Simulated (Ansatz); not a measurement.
# SnO (model cell, started as CsCl type): a soft mode frozen in

Which phase does SnO (model cell, started as CsCl type) fall into along its unstable mode, and how much energy does it gain?

Calculated with Ansatz 0.2.0; DFT PBEsol, scalar-relativistic, plane waves, PAW.

The structure was built from a prototype and need not be the compound's stable phase.

## 1. Starting point

It takes space group Pm-3m (No. 221, cubic). Conventional cell: a = 3.081 Å, b = 3.081 Å, c = 3.081 Å, α = 90.00°, β = 90.00°, γ = 90.00°. Nearest to Sn lie 8 O at 2.67 Å. Nearest to O lie 8 Sn at 2.67 Å. Farther neighbours and most contacts between anions are not listed.

As a file:

```cif
data_structure
_symmetry_space_group_name_H-M 'Pm-3m'
_symmetry_Int_Tables_number 221
_cell_length_a 3.0806
_cell_length_b 3.0806
_cell_length_c 3.0806
_cell_angle_alpha 90.000
_cell_angle_beta 90.000
_cell_angle_gamma 90.000
_cell_volume 29.23
loop_
_atom_site_label
_atom_site_type_symbol
_atom_site_symmetry_multiplicity
_atom_site_Wyckoff_symbol
_atom_site_fract_x
_atom_site_fract_y
_atom_site_fract_z
_atom_site_occupancy
Sn1 Sn 1 a 0.00000 0.00000 0.00000 1
O1 O 1 b 0.50000 0.50000 0.50000 1
```

## 2. The dispersion

The cell comes from relaxations at this level that are not shown. Stability and thermal properties need the whole zone. Linear response on a 4×4×4 q mesh gives force constants as far as a supercell of that size would.

Contents of input.yaml:

```yaml
crystal:
  lattice:
    - [3.0805550157, 0.0, 0.0]
    - [0.0, 3.0805550157, 0.0]
    - [0.0, 0.0, 3.0805550157]
  atoms:
    - { symbol: Sn, position: [0.0, 0.0, 0.0] }
    - { symbol: O, position: [0.5, 0.5, 0.5] }
kpoints:
  mp_grid: { grid: [12, 12, 12] }
hamiltonian:
  xc: pbesol
scf:
  occupations: { method: methfessel_paxton, width: 0.15 }
output:
  eigenvalues: true
phonons:
  method: dfpt
  qmesh: [4, 4, 4]
  temperatures: { t_max: 1000, t_step: 50 }
  qpath:
    path:
      - [[0.0, 0.0, 0.0], [0.0, 0.5, 0.0], [0.5, 0.5, 0.0], [0.0, 0.0, 0.0], [0.5, 0.5, 0.5], [0.0, 0.5, 0.0]]
      - [[0.5, 0.5, 0.5], [0.5, 0.5, 0.0]]
    npoints: 10
```

Run with:

```sh
$ ansatz run input.yaml --threads 4 --pin off --max-ram 7168MiB --backend cpu --events-out ev --progress --plain --runs-dir out
```

Numbers of over 12 decimals in the logs are rounded to 6 here.

The program printed:

```text
Engine: ansatz 0.2.0, aarch64-unknown-linux-gnu
Pseudopotentials: kind: paw
Pseudopotential: Sn, paw, valence charge 14, recommended cutoff 420 eV (normal), Sn.paw.azcp
Pseudopotential: O, paw, valence charge 6, recommended cutoff 420 eV (normal), O.paw.azcp
Functional definition: PBEsol
  exchange = pbesol_x
  correlation = pbesol_c
Crystal: 2 atoms, lattice volume = 29.234 Å³
Basis set: ecut = 420 eV, 587 PW (Γ), exchange–correlation on 48×48×48 points (8 copies of the dense FFT grid, shifted against one another)
Bands: 14, of which v1, the nominal top of the filled ones, is band 10 counted from 1 (9 counted from 0)
Symmetry: 48 space group operations
k-points: 84 of 1728
Non-local potential: Sn, projectors of the file, l = 0: 2, l = 1: 2, l = 2: 2, l = 3: 2
Non-local potential: O, projectors of the file, l = 0: 2, l = 1: 2, l = 2: 1
PAW form: soft (Blöchl's): semilocal exchange-correlation on the pseudo side does not see the compensation charge
PAW frozen core: Sn, regenerated for the run's functional, and the local potential with it (the file was generated under x = pbe(κ = 0.804, μ = 0.219515), c = pbe(β = 0.066725))
PAW frozen core: O, regenerated for the run's functional, and the local potential with it (the file was generated under x = pbe(κ = 0.804, μ = 0.219515), c = pbe(β = 0.066725))
PAW one-centre angular grid: Sn, 590 points (default); XC on 64 Gauss nodes
PAW one-centre angular grid: O, 110 points (default); XC on 64 Gauss nodes
Initial density: superposition of atomic densities (neutral atoms: chi_scale 0, normalization atom), corrected by the library's trained network
Initial wavefunctions: pseudopotential atomic-orbital guess
Functional: x = pbesol(κ = 0.804, μ = 0.123457), c = pbesol(β = 0.046)
SCF iter   1: F=—  HF=-6509.226150 eV  |F-HF|=—  |Δ(HF+E_count)|=         —  Δρ=1.13e-2  dr2=3.01e-2  ethr=1.77e-3  ⟨swp⟩=5.1  Hψ=5942  notcnv=0
preconditioner: auto → none  [insulator: Δε(μ)=0.265 eV  Ē_g=20.016 eV  σ=0.150 eV  W_gap=0.65  n_scr=6 (ndim 8)  ℏωp=30.7 eV  f_vac=0.000  D(μ)=0.16/eV (n_scr^D=0)  ε∞_Penn≈3.4]
SCF iter   2: F=—  HF=-6509.218242 eV  |F-HF|=—  |Δ(HF+E_count)|=   7.91e-3  S|Δr|=    0.00e0  Δρ=3.69e-3  dr2=4.11e-3  ethr=1.50e-4  ⟨swp⟩=1.6  Hψ=2008  notcnv=0
SCF iter   3: F=—  HF=-6509.217512 eV  |F-HF|=—  |Δ(HF+E_count)|=   7.30e-4  S|Δr|=    0.00e0  Δρ=5.21e-4  dr2=8.05e-5  ethr=2.06e-5  ⟨swp⟩=2.0  Hψ=1329  notcnv=0
SCF iter   4: F=—  HF=-6509.217506 eV  |F-HF|=—  |Δ(HF+E_count)|=   5.81e-6  S|Δr|=    0.00e0  Δρ=1.10e-4  dr2=2.49e-6  ethr=4.02e-7  ⟨swp⟩=1.7  Hψ=1301  notcnv=0
SCF iter   5: F=—  HF=-6509.217506 eV  |F-HF|=—  |Δ(HF+E_count)|=   2.40e-7  S|Δr|=    0.00e0  Δρ=1.05e-5  dr2=1.04e-8  ethr=1.24e-8  ⟨swp⟩=2.3  Hψ=1503  notcnv=0
SCF iter   6: F=—  HF=-6509.217506 eV  |F-HF|=—  |Δ(HF+E_count)|=   2.06e-8  S|Δr|=    0.00e0  Δρ=5.07e-7  dr2=4.83e-11  ethr=5.19e-11  ⟨swp⟩=2.0  Hψ=2006  notcnv=0
SCF iter   7: F=-6509.217506 eV  HF=-6509.217506 eV  |F-HF|=0.00e0  |Δ(HF+E_count)|=  2.64e-11  S|Δr|=    0.00e0  Δρ=1.19e-7  dr2=2.80e-12  ethr=1.00e-12  ⟨swp⟩=5.2  Hψ=4876  notcnv=0
SCF 1 converged in 7 iterations: F = -6509.217506 eV  dr2 = 2.80e-12
  greatest PAW one-centre occupation: 0.993 electrons in one spin orbital (limit 2), on the Sn atom at site 0 (counted from 0), in its partial waves of l = 2
Initial density: read from a saved state, or passed on in memory by an earlier SCF of this step, an earlier step, the calling program or the single point that the run made first
iter 1 solved again at ethr=7.25e-8 eV; its pass at ethr=3.10e-3 eV (dr2=1.45e-5 eV) is discarded
SCF iter   1: F=—  HF=-6509.217508 eV  |F-HF|=—  |Δ(HF+E_count)|=         —  Δρ=8.01e-7  dr2=1.56e-10  ethr=7.25e-8  ⟨swp⟩=3.0  Hψ=8851  notcnv=0
eigensolver tolerance schedule: the retry pair's looser diagonalisation over-reported the residual by 92925.45 of it (diagonalisation noise at an unbounded share of the residual, at the tolerance the schedule requests for it); recorded, not acted on — ethr = c·dr2/N_el stays at c = 1.0e-1
preconditioner: auto → none  [metal: Δε(μ)=0.082 eV  Ē_g=20.083 eV  σ=0.150 eV  W_gap=0.42  n_scr=6 (ndim 8)  ℏωp=30.7 eV  f_vac=0.000  D(μ)=0.16/eV (n_scr^D=0)]
SCF iter   2: F=—  HF=-6509.217506 eV  |F-HF|=—  |Δ(HF+E_count)|=   2.26e-6  S|Δr|=    0.00e0  Δρ=4.76e-7  dr2=5.27e-11  ethr=1.00e-12  ⟨swp⟩=3.0  Hψ=2452  notcnv=0
SCF iter   3: F=—  HF=-6509.217506 eV  |F-HF|=—  |Δ(HF+E_count)|=  7.28e-12  S|Δr|=    0.00e0  Δρ=2.62e-7  dr2=1.63e-11  ethr=1.00e-12  ⟨swp⟩=1.0  Hψ=1176  notcnv=0
SCF iter   4: F=-6509.217506 eV  HF=-6509.217506 eV  |F-HF|=7.28e-12  |Δ(HF+E_count)|=  5.46e-12  S|Δr|=    0.00e0  Δρ=1.76e-7  dr2=7.47e-12  ethr=1.00e-12  ⟨swp⟩=2.9  Hψ=3372  notcnv=0
SCF 2 converged in 4 iterations: F = -6509.217506 eV  dr2 = 7.47e-12
phonons: the bands overlap, so this run is a metal and interpolates without the dipole-dipole term. If the crystal is really an insulator or semiconductor, its LO-TO splitting is missing
NSCF: frozen V_eff on 84 k-points
NSCF: frozen V_eff on 196 k-points
DFPT response loops at q = (0, 0, 0) (fractional): preconditioner auto → Kerker (q_TF=auto, 2.561 Å⁻¹) (partly filled bands, converged f_vac=0.000); β = 1.00, the filter's whole step (`scf.mixing.beta` (0.50) is not read by the response loops under this deck's `scf.mixing.preconditioner`; to damp them name `kerker` or `kerker_dos`, under which they read `scf.mixing.beta`, and type it under 1.00, their step now; both keys bind the ground state too); Broyden in place of MSR1
NSCF: frozen V_eff on 1176 k-points
DFPT response loops at q = (0, 0, 0.25) (fractional): mixed as the last ones told, above
NSCF: frozen V_eff on 686 k-points
DFPT response loops at q = (0, 0, -0.5) (fractional): mixed as the last ones told, above
NSCF: frozen V_eff on 2016 k-points
DFPT response loops at q = (0, 0.25, 0.25) (fractional): mixed as the last ones told, above
NSCF: frozen V_eff on 1176 k-points
DFPT response loops at q = (0, 0.25, -0.5) (fractional): mixed as the last ones told, above
NSCF: frozen V_eff on 686 k-points
DFPT response loops at q = (0, -0.5, -0.5) (fractional): mixed as the last ones told, above
NSCF: frozen V_eff on 1872 k-points
DFPT response loops at q = (0.25, 0.25, 0.25) (fractional): mixed as the last ones told, above
NSCF: frozen V_eff on 2016 k-points
DFPT response loops at q = (0.25, 0.25, -0.5) (fractional): mixed as the last ones told, above
NSCF: frozen V_eff on 1176 k-points
DFPT response loops at q = (0.25, -0.5, -0.5) (fractional): mixed as the last ones told, above
NSCF: frozen V_eff on 392 k-points
DFPT response loops at q = (-0.5, -0.5, -0.5) (fractional): mixed as the last ones told, above
SCF converged after 7 iterations
Stability not checked: this state was not tested for a lower state beside it, because cold or Methfessel-Paxton smearing, or corrected tetrahedra, fill the levels in a way that the test cannot read (fill_not_monotonic; see scf.lower_state_search)
Free energy (F): -6509.217506 eV
Harris-Foulkes:  -6509.217506 eV  (|F-HF|=0.00e0)
Internal energy: -6509.217356 eV  (E = F + TS)
E sigma→0 (E₀):  -6509.217468 eV
Entropy (-TS):   -0.000149 eV (-0.075 meV/atom)
Fermi energy:    12.041925 eV
--- Per-component energies (eV) ---
  E_band       = -40.470142
  E_kinetic    = 358.626053
  E_local      = -890.229815  (includes V_loc(G=0)·N_el)
  E_nonlocal   = 17.175187
  E_hartree    = 524.160831
  E_xc         = -453.568530
  E_vxc        = -191.863827  (∫ρ·V_xc dr)
  E_paw        = -4212.367725  (= ΣΔE_a)
  E_vpaw       = -382.501788  (= ΣTr[D̂ρ^β])
  E_aug_tail   = 0.002315  (compensation charges beyond the density's cutoff)
  E_ewald      = -1853.335800
  E_core_change = 0.320128  (= ΣΔE_core)
  E_smearing   = -0.000149  (= −TS)
  E_closure    = -0.000000  (closes the sum)
  Σ components = -6509.217506   (vs F -6509.217506, Δ=0.00e0)
--- Band table (eV; the first three rows and the last of 84) ---
  k-point 0: bands = [... 6 lower, 4.4632, 9.2804, 9.2804, 9.2804, 19.9630, 19.9630, 20.2366, 20.2366]
  k-point 1: bands = [... 6 lower, 4.3587, 9.3107, 9.3291, 9.3291, 18.5207, 20.0460, 20.1909, 20.1909]
  k-point 2: bands = [... 6 lower, 4.0677, 9.4197, 9.4644, 9.4644, 16.9667, 20.0508, 20.0508, 20.2959]
  k-point 83: bands = [... 6 lower, 8.4427, 8.4427, 8.4427, 10.8772, 11.8214, 11.8214, 11.8214, 24.4953]
--- Phonons (Γ-DFPT): 2 representative perturbations + reference (Σ response iterations 7) ---
  ASR residual: 1.046e-4 → 0.000e0 eV/Å²; symmetrization residual: 3.010e-6 eV/Å²
  ASR residual per site (eV/Å²): 1.05e-4 7.05e-5
  Γ frequencies (cm⁻¹): -268.74 -268.74 -268.74 0.00 0.00 0.00
--- Phonons (arbitrary-q DFPT): 10 irreducible q on the 4×4×4 mesh ---
  q = [0.0000, 0.0000, 0.0000] (star 1, of the zone-centre solve; hermiticity 1.61e-6, symmetrization 5.22e-12): -268.74 -268.74 -268.74 -0.00 0.00 0.00
  q = [0.0000, 0.0000, 0.2500] (star 6, 4 solved perturbations in 1848 linear systems a pass and spin channel, the states on 588 of 1728 k-point pairs; hermiticity 3.61e-7, symmetrization 7.39e-13): -187.53 -187.53 -25.58 -25.58 130.41 268.00
  q = [0.0000, 0.0000, -0.5000] (star 3, 4 solved perturbations in 1078 linear systems a pass and spin channel, the states on 343 of 1728 k-point pairs; hermiticity 1.11e-14, symmetrization 2.55e-12): -96.45 -96.45 44.28 44.28 187.81 322.92
  q = [0.0000, 0.2500, 0.2500] (star 12, 4 solved perturbations in 3108 linear systems a pass and spin channel, the states on 1008 of 1728 k-point pairs; hermiticity 7.98e-7, symmetrization 3.70e-14): -264.84 -166.41 -57.28 105.38 118.78 255.00
  q = [0.0000, 0.2500, -0.5000] (star 12, 6 solved perturbations on 588 of 1728 k-point pairs; hermiticity 1.24e-7, symmetrization 2.19e-14): -153.44 -108.62 -104.74 -83.03 168.23 173.97
  q = [0.0000, -0.5000, -0.5000] (star 3, 4 solved perturbations in 1078 linear systems a pass and spin channel, the states on 343 of 1728 k-point pairs; hermiticity 2.45e-7, symmetrization 1.33e-13): -282.82 -282.82 -166.66 -121.00 146.77 146.77
  q = [0.2500, 0.2500, 0.2500] (star 8, 2 solved perturbations on 936 of 1728 k-point pairs; hermiticity 3.25e-7, symmetrization 4.72e-12): -122.85 -122.85 -95.53 111.46 111.46 158.01
  q = [0.2500, 0.2500, -0.5000] (star 12, 4 solved perturbations in 3108 linear systems a pass and spin channel, the states on 1008 of 1728 k-point pairs; hermiticity 4.90e-7, symmetrization 1.50e-12): -221.69 -145.98 44.16 143.47 157.14 203.72
  q = [0.2500, -0.5000, -0.5000] (star 6, 4 solved perturbations in 1848 linear systems a pass and spin channel, the states on 588 of 1728 k-point pairs; hermiticity 2.65e-7, symmetrization 5.24e-13): 28.82 55.53 55.53 162.26 164.28 164.28
  q = [-0.5000, -0.5000, -0.5000] (star 1, 2 solved perturbations on 196 of 1728 k-point pairs; hermiticity 7.05e-14, symmetrization 1.41e-11): 121.49 121.49 121.49 255.08 255.08 255.08
  sum rule: each row above includes the acoustic sum rule's correction from the zone centre's row sums; it moved no ω² by more than (1.09 cm⁻¹)²
  mesh force constants: q→R imaginary residual 3.40e-18; ASR residual 1.046e-4 → 0.000e0 eV/Å²; symmetrization residual 3.109e-15 eV/Å²
  interpolated dispersion: 62 rows × 6 modes
  density of states and harmonic sums: on the 20×20×20 q-mesh, interpolated from the force constants of a 4×4×4 supercell (no non-analytic term)
  largest difference from the sums on the solved wave vectors: F 1.81e-3 eV, S 3.20e-6 and C_V 1.78e-6 eV/K
  zero-point energy: 0.028993 eV/cell   skipped modes (ω ≤ 0): 791, of them read as no rigid motion or as one in doubt: 788 (2.793e0 modes/cell left out, lowest -282.82 cm⁻¹)   left out of the sums: 4.66e-1 of the cell's modes: C_V's classical limit lies that fraction below 3 k_B per atom; for a crystal, a wire or a layer, F and S can be off by more, and a phonons.interpolated_qmesh denser along its periods is the remedy for the sampling
```

Wall time 2.5 min (4 threads of Arm Neoverse V2, shared host); peak memory 1.3 GiB.

Reading the cycles: dr2 is the Hartree energy of the density residual (eV), the measure of convergence; HF is the Harris–Foulkes estimate of the energy, which meets the free energy F at convergence.

This step gave:

```yaml
volume_per_atom: 14.62 Å³
gap_on_the_k_mesh: 0 eV
sum_rule_residual_before_enforcement: 1.05e-4 eV/Å²
lowest_frequency_on_the_path: -282.8 cm⁻¹
point_group: m-3m
highest_frequency_on_the_path_or_at_a_solved_wavevector: 329.7 cm⁻¹
highest_optical_mode_at_the_zone_centre_no_lo_to_term: -268.7 cm⁻¹
lowest_optical_zone_centre_mode: -268.7 cm⁻¹
lowest_mode_on_the_q_mesh_acoustic_modes_at_gamma_apart: -282.8 cm⁻¹
```

Frequencies (cm⁻¹) solved at each irreducible wavevector; negative means imaginary. Frequencies by wavevector, by row:

```csv
q in reciprocal lattice units,star,mode 1,mode 2,mode 3,mode 4,mode 5,mode 6
0 0 0,1,-268.7,-268.7,-268.7,0,0,0
0 0 0.25,6,-187.5,-187.5,-25.6,-25.6,130.4,268
0 0 -0.5,3,-96.5,-96.5,44.3,44.3,187.8,322.9
0 0.25 0.25,12,-264.8,-166.4,-57.3,105.4,118.8,255
0 0.25 -0.5,12,-153.4,-108.6,-104.7,-83,168.2,174
0 -0.5 -0.5,3,-282.8,-282.8,-166.7,-121,146.8,146.8
0.25 0.25 0.25,8,-122.8,-122.8,-95.5,111.5,111.5,158
0.25 0.25 -0.5,12,-221.7,-146,44.2,143.5,157.1,203.7
0.25 -0.5 -0.5,6,28.8,55.5,55.5,162.3,164.3,164.3
-0.5 -0.5 -0.5,1,121.5,121.5,121.5,255.1,255.1,255.1
```

Interpolated from a 4×4×4 q mesh. Phonon branches along the path, in cm⁻¹:

```csv
point,branch 1,branch 2,branch 3,branch 4,branch 5,branch 6
Γ,-269,-269,-269,0,0,0
halfway,-188,-188,-26,-26,130,268
X,-96,-96,44,44,188,323
halfway,-153,-109,-105,-83,168,174
M,-283,-283,-167,-121,147,147
halfway,-265,-166,-57,105,119,255
Γ,-269,-269,-269,0,0,0
halfway,-123,-123,-96,112,112,158
R,122,122,122,255,255,255
halfway,-222,-146,44,144,157,204
X,-96,-96,44,44,188,323
jump to R,122,122,122,255,255,255
halfway,29,56,56,162,164,164
M,-283,-283,-167,-121,147,147
```

The phonon branches as a text plot (rows in cm⁻¹):

```
    317 |    *****                                      **
    291 |
    266 |   *     *          *               *****     *
    240 |                     *             **  * **      *
    215 |          *       **                    *  * *    *
    189 |      ****            *     ***   *     **    ***  *
    164 |     *    ****   *             *   *     *****      *
    138 |   **      *********            ***        * *       ***
    113 |                  ***          *   ******     *  ***
     87 |  *              *   **     ***   *      **       *
     62 | *                     *   ****    *     *     *   **
     36 |*     ***               * **               *    *   *
     11 |                         **     **
    -15 |******                 **
    -40 |  *                  **                  *  *
    -66 |         **       ***                        * *     *
    -91 |      *****      *             *              ***    *
   -117 |          *******      *       *          *  *        **
   -142 |     *     **   ****                       ** *
   -168 |    *        ****   *         * ***       *            *
   -193 | * *       **        *                       *       *
   -219 |            *         *   * **             **
   -245 |***          * *     ****  *                          *
   -270 |*            ********   ***                            *
         Γ      X      M          Γ            R        X|R     M
```

Symmetry leaves 10 wavevectors to solve. The lowest mode among them, the acoustic zeros apart, lies at q = (0, -0.5, -0.5) and is imaginary, 282.8i cm⁻¹, so the energy falls along it.

## 3. The mode frozen in, largest atomic shift 0 Å

The mode followed lies at q = (0, -0.5, -0.5) with frequency 282.8i cm⁻¹ and is 2-fold degenerate, the softest among the wavevectors solved. At small amplitude the distorted cell has space group no. 65 by a symmetry search on the positions. The undistorted cell that holds it gives the zero of energy on the same k mesh.

System of this step: SnO (model cell, started as CsCl type). Symmetry: Pm-3m, No. 221, cubic system. The conventional cell has a = 3.081 Å, b = 3.081 Å, c = 3.081 Å, α = 90.00°, β = 90.00°, γ = 90.00°. Sn has 8 O at 2.67 Å nearest. O has 8 Sn at 2.67 Å nearest. Farther neighbours and most contacts between anions are not listed.

Contents of input.yaml:

```yaml
crystal:
  lattice:
    - [-3.0805550157, 0.0, 0.0]
    - [0.0, -3.0805550157, -3.0805550157]
    - [0.0, -3.0805550157, 3.0805550157]
  atoms:
    - { symbol: Sn, position: [0.0, 0.0, 0.0] }
    - { symbol: Sn, position: [0.0, 0.5, 0.5] }
    - { symbol: O, position: [0.5, 0.0, 0.5] }
    - { symbol: O, position: [0.5, 0.5, 0.0] }
kpoints:
  mp_grid: { grid: [12, 8, 8] }
hamiltonian:
  xc: pbesol
scf:
  occupations: { method: methfessel_paxton, width: 0.15 }
output:
  forces: true
  stress: true
  eigenvalues: true
```

The program printed:

```text
[...]
Crystal: 4 atoms, lattice volume = 58.468 Å³
Basis set: ecut = 420 eV, 1139 PW (Γ), exchange–correlation on 48×60×60 points (8 copies of the dense FFT grid, shifted against one another)
Bands: 24, of which v1, the nominal top of the filled ones, is band 20 counted from 1 (19 counted from 0)
Symmetry: 32 space group operations
[...]
k-points: 105 of 768
[...]
--- Band table (eV; the first three rows and the last of 105) ---
  k-point 0: bands = [... 16 lower, 9.2808, 9.2808, 9.2808, 10.2106, 15.4975, 15.4975, 19.9631, 19.9635]
  k-point 1: bands = [... 16 lower, 9.1465, 9.3351, 9.4959, 10.1992, 15.1952, 15.5550, 18.7861, 19.1293]
  k-point 2: bands = [... 16 lower, 9.4841, 9.7053, 10.0492, 10.1547, 14.5428, 15.7285, 17.7716, 17.8161]
  k-point 104: bands = [... 16 lower, 7.1788, 7.1788, 10.2106, 10.2106, 15.4963, 15.4963, 15.4974, 15.4974]
[key lines of the parts left out:]
SCF converged after 6 iterations
Free energy (F): -13018.434821 eV
Fermi energy:    12.031504 eV
P = ⅓ Tr σ = 0.0187 GPa (0.187 kbar)
```

Run time: 1.6 s. Hardware: 4 threads; peak memory 0.41 GiB; 5.9 s of CPU time.

This step gave:

| Item | Value |
| --- | --- |
| pressure | 0.01870 GPa |
| energy from the undistorted cell | 0 meV/atom |

The run ends at a pressure of 0.02 GPa.

[end of part 1 of 3]

[Logs are printed without paths, hosts, clocks, repeated set-up lines and the standing remarks that a program may print on its own settings, such as how far it seeks lower states.]

[Hosts, paths, dates, database ids (printed as entryN), source tags and the programs' standing remarks are cut or masked in the printed files.]
